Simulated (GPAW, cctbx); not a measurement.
## How far are the atoms of Cd3Cu from free atoms?

Question: by how much does bonding change the X-ray structure factors of Cd3Cu, how firmly does DFT give the change, and what does a routine refinement make of it?

The cell comes from substitution in a known structure type and wasn't matched to any measured phase. All numbers below are calculated.

### 1. Find the equilibrium geometry

The density hangs on the geometry, so cell and atoms are relaxed first, with the symmetry held. The cutoff is set higher than for the density because stress converges slowly with plane waves.

Settings: GPAW 26.7.0, PBE, 570 eV, 5×5×5 k-points, Fermi–Dirac width 0.1 eV, BFGS to 0.03 eV/Å.

```text
cell
1.0
     4.358000000    0.000000000    0.000000000
     0.000000000    4.358000000    0.000000000
    -2.179000000   -2.179000000    4.120500000
Cd Cu
3 1
Direct
0.500000000 0.500000000 0.000000000
0.750000000 0.250000000 0.500000000
0.250000000 0.750000000 0.500000000
0.000000000 0.000000000 0.000000000
```

```console
$ OMP_NUM_THREADS=1 mpirun -n 4 gpaw python run.py > gpaw.log
```

```text
BFGS:    0       -6.246981        0.291054
BFGS:    1       -6.249394        0.277875
BFGS:    2       -6.275122        0.277598
BFGS:    3       -6.277392        0.239711
BFGS:    4       -6.278606        0.221651
BFGS:    5       -6.287122        0.029788
cell  4.2539 4.2539 5.1943  114.17 114.17 90.00
volume 76.629 A^3, largest force 0.000 eV/A, largest stress 0.25 GPa
```

After 5 steps the volume has changed by -2.1 % and the energy by -0.040 eV; the largest stress left is 0.25 GPa. It took 45 s on 4 cores of Intel(R) Xeon(R) Platinum 8375C CPU @ 2.90GHz (Ice Lake) (shared host), peak memory 0.95 GiB.

Relaxed structure: I4/mmm (no. 139), a = 4.2539 Å, b = 4.2539 Å, c = 8.4695 Å, α = 90.00°, β = 90.00°, γ = 90.00°.

```
atom  mult.    x    y    z
 Cd1      2  1/2  1/2    0
 Cd2      4  1/2    0  1/4
 Cu1      2    0    0    0
```

### 2. The all-electron density

X-rays see the whole electron density, so the PAW density is rebuilt with its core regions. Subtracting spherical free atoms from the same code cancels the cores and leaves the deformation density Δρ, the part due to bonding.

Settings: PBE, 450 eV, 6×6×6 k-points, Fermi–Dirac width 0.1 eV; primitive cell of 4 atoms.

```console
$ OMP_NUM_THREADS=1 mpirun -n 4 gpaw python run.py > gpaw.log
```

```text
|iter:   1|       0s |   -6.804046 | -0.41 |       |
|iter:   2|       1s |   -6.490166 | -2.17 | -1.23 |
|iter:   3|       2s |   -6.154554 | -2.17 | -1.32 |
...
|iter:   7|       6s |   -6.062703c| -6.06 | -3.41 |
|iter:   8|       7s |   -6.062704c| -6.50 | -3.75 |
|iter:   9|       8s |   -6.062704c| -7.78c| -4.26c|
```

```text
gpts.py:43: UserWarning: Initial realspace grid (21,21,27) inconsistent with symmetries.
gpts.py:43: UserWarning: Initial realspace grid (21,21,27) inconsistent with symmetries.
gpts.py:43: UserWarning: Initial realspace grid (21,21,27) inconsistent with symmetries.
gpts.py:43: UserWarning: Initial realspace grid (21,21,27) inconsistent with symmetries.
gpts.py:70: UserWarning: Using symmetrized grid: (27,27,27).
gpts.py:70: UserWarning: Using symmetrized grid: (27,27,27).
gpts.py:70: UserWarning: Using symmetrized grid: (27,27,27).
gpts.py:70: UserWarning: Using symmetrized grid: (27,27,27).
grid (54, 54, 54)  electrons 173.000  moved by bonding 0.780 e
deformation density beyond 0.5 A of the nuclei: max 0.031, min -0.116 e/A^3
atom        x       y       z   Voronoi charge  moment
Cd1    0.5000  0.5000  0.0000      0.050       0.00
Cd2    0.7500  0.2500  0.5000      0.046       0.00
Cd3    0.2500  0.7500  0.5000      0.046       0.00
Cu4    0.0000  0.0000  0.0000     -0.141       0.00
mean inner potential of superposed free atoms 20.215 V
total magnetic moment 0.000 muB
```

Deformation density in a plane through the shortest contact of the Cd atom at the origin, in 0.01 e/Å³ (clipped at ±99); x from -1.6 to 4.6 Å, y from 2.4 down to -2.4 Å:

```text
  1   0  -4  -4  -2  -5  -2   1   2   1  -3  -7  -4   0   2   1
  1   1  -1  -2  -3  -1   0   1   2   2   1   1   1   1   2   1
  1   1   1   1   1   1   1   1   2   2   2   2   2   2   2   1
  1   1   1   0   0   0   1   1   1   1   0   0   0   1   1   2
  1   1  -2  -6  -6  -5  -1   1   1  -1  -5  -6  -6  -2   1   2
  1   0  -6   1   .  -2  -4   1   1  -4  -2   .   1  -6   0   2
  1   0  -5   .   .   1  -5   1   1  -5   1   .   .  -6   0   2
  1   0  -6   0   .  -2  -4   1   1  -4  -2   .   0  -6   0   2
  1   1  -2  -5  -6  -5  -1   1   1  -1  -5  -5  -5  -2   1   2
  1   1   1   0   0   0   1   1   1   1   0   0   0   1   1   2
  2   1   1   1   1   1   1   1   1   1   1   1   1   1   1   1
  2   1   0  -2  -3  -2   0   1   1   0  -2  -3  -2   0   1   1
  2   0  -4  -4  -2  -5  -3   1   1  -2  -5  -2  -4  -4   0   1
```

Atoms in or within 0.15 Å of the plane: Cd (0.0, 0.0), Cd (3.0, 0.0) Å. Dots mark points within about 0.45 Å of a nucleus; large values next to them are atomic features.

Cu gains most (-0.14 e) and Cd loses most (+0.05 e), in averages over each element's sites, as electronegativity suggests. Along the shortest contact from the Cd atom at the map's origin, Cd–Cd at 3.00 Å, Δρ is +0.01 e/Å³ at the midpoint: little piles up between the atoms, as is usual in a metallic crystal, which this run finds. At the midpoints of other shortest contacts it is +0.02 (Cd–Cu, 3.00 Å) e/Å³. Point values carry grid noise of about 0.01 e/Å³. The run needed 9 iterations, 16 s.

### 3. From the density to structure factors

The Fourier components of Δρ, added to those of the free atoms, give the static X-ray structure factors; the Mott–Bethe relation turns them into the Fourier components V of the potential that fast electrons feel.

```text
static structure factors of the conventional cell: F in electrons, V (Mott-Bethe) in volts
   h  k  l      d  |F| table  |F| free   |F| DFT   change   |V| free  |V| DFT  change %
   0  0  2  4.2348    34.611    34.789    34.652   -0.137     1.722    1.795      4.3
   1  0  1  3.8014    33.992    34.176    34.068   -0.108     1.652    1.699      2.8
   1  1  0  3.0080    32.358    32.552    32.561    0.009     1.474    1.472     -0.2
   1  1  2  2.4523   278.984   278.402   277.542   -0.860    12.158   12.312      1.3
   1  0  3  2.3523    30.215    30.425    30.562    0.137     1.253    1.231     -1.8
   2  0  0  2.1269   265.673   264.995   264.275   -0.720    10.960   11.057      0.9
   0  0  4  2.1174   265.225   264.545   263.862   -0.683    10.921   11.013      0.8
   2  0  2  1.9007    28.096    28.304    28.497    0.192     1.048    1.027     -2.0
   2  1  1  1.8562    27.854    28.058    28.261    0.203     1.024    1.003     -2.0
   1  1  4  1.7314    27.140    27.330    27.543    0.213     0.957    0.938     -2.0
   2  1  3  1.5776    26.193    26.352    26.559    0.207     0.867    0.852     -1.8
   1  0  5  1.5737    26.168    26.326    26.514    0.188     0.865    0.851     -1.6
   2  2  0  1.5040   226.972   226.554   226.730    0.176     8.080    8.068     -0.1
   2  0  4  1.5006   226.695   226.281   226.462    0.181     8.062    8.050     -0.2
```

The largest X-ray change is -0.86 e on 112, 0.3 % of |F|. For electrons V goes as (Z − F)/g², so a change of F counts against Z − F, which is small at low angle and wherever the atoms' terms cancel: |V| of 002 moves by +4.3 % (1.72 to 1.79 V) against -0.4 % in |F|. The tabulated Hartree–Fock atoms differ from the free DFT atoms by up to 0.68 e, so the choice of reference atom matters too.

### 4. The functional ladder

The same geometry is run with other functionals, to see whether the bonding signal is larger than the spread between approximations. Free atoms are LDA for LDA and PBE otherwise; meta-GGAs and hybrids keep PBE cores. Any other changed setting is in the row's label.

| run | ΔF 112 (e) | ΔF 200 (e) | ΔF 004 (e) | q(Cu) (e) | moved (e) | time |
| --- | --- | --- | --- | --- | --- | --- |
| PBE | -0.860 | -0.720 | -0.683 | -0.141 | 0.780 | 16 s |
| LDA | -0.855 | -0.741 | -0.707 | -0.135 | 0.755 | 16 s |
| r2SCAN | -0.735 | -0.618 | -0.571 | -0.151 | 0.795 | 52 s |

At the base's settings ΔF(112) spans -0.860 to -0.735 e, a spread of 15 % of the PBE value; over the three listed reflections the spread is at most 20 %, so sign and size hold across the functionals. Times are from shared hosts.

### 5. Refining ordinary atoms against data with bonding

Routine crystallography fits spherical atoms. To see the bias, intensities are simulated from tabulated atoms plus the DFT change ΔF, so that bonding alone can misfit (3530 reflections of the full sphere, merged to the counts below, to 0.45 Å, 1.5 % proportional noise plus counting noise, assumed isotropic U as listed, Δρ smeared by the mean U) and refined with cctbx over different ranges.

| range | data | R1 | GooF | U Cd1 (true 0.0039) | U Cd2 (true 0.0039) | U Cu1 (true 0.0047) | largest shift (Å) | Δρ max, min (e/Å³) |
| --- | --- | --- | --- | --- | --- | --- | --- | --- |
| all data | 295 | 0.0040 | 0.90 | 0.0039 | 0.0039 | 0.0047 | 0.0000 | 0.46, -0.30 |
| low resolution, d > 0.84 | 57 | 0.0032 | 0.74 | 0.0038 | 0.0038 | 0.0047 | 0.0000 | 0.16, -0.10 |
| high order, d < 0.75 | 219 | 0.0043 | 0.93 | 0.0039 | 0.0039 | 0.0047 | 0.0000 | 0.41, -0.34 |
| occupancies free, d > 0.7 | 90 | 0.0033 | 0.79 | 0.0039 | 0.0039 | 0.0047 | 0.0000 | 0.17, -0.16 |

With all data GooF is 0.90, so at this noise the bonding hardly shows; the top residual peak lies 0.75 Å from Cu and 2.53 Å from Cd. No U is off by more than 3 s.u. at low resolution. Symmetry fixes every coordinate, so the shifts are zero by construction. With Cd1 held at 1 and the scale free, the other occupancies refine to Cd2 0.999(0.001) and Cu1 0.998(0.002), within three s.u. of full.

### 6. Answer

Bonding moves 0.78 e in the primitive cell of Cd3Cu and changes the structure factors of the conventional cell in the table above by at most 0.86 e (112, 0.3 %), and among reflections above 2 % of the strongest by up to 0.8 % (213). The shortest bond, Cd–Cd, has Δρ = +0.01 e/Å³ at its midpoint, with no localised bond charge. At the base's settings ΔF(112) spans -0.860 to -0.735 e, a spread of 15 % of the PBE value; over the three listed reflections the spread is at most 20 %, so sign and size hold across the functionals. With all data GooF is 0.90, so at this noise the bonding hardly shows. Limits: static density, frozen cores, no spin–orbit coupling.

[Outputs are excerpts: Python notices, other lines and further rows are left out; steps that failed or that the build refused (PBEsol, TPSS) are not shown.]

[Logs are printed without paths, hosts, clocks, repeated set-up lines and the standing remarks that a program may print on its own settings, such as how far it seeks lower states.]
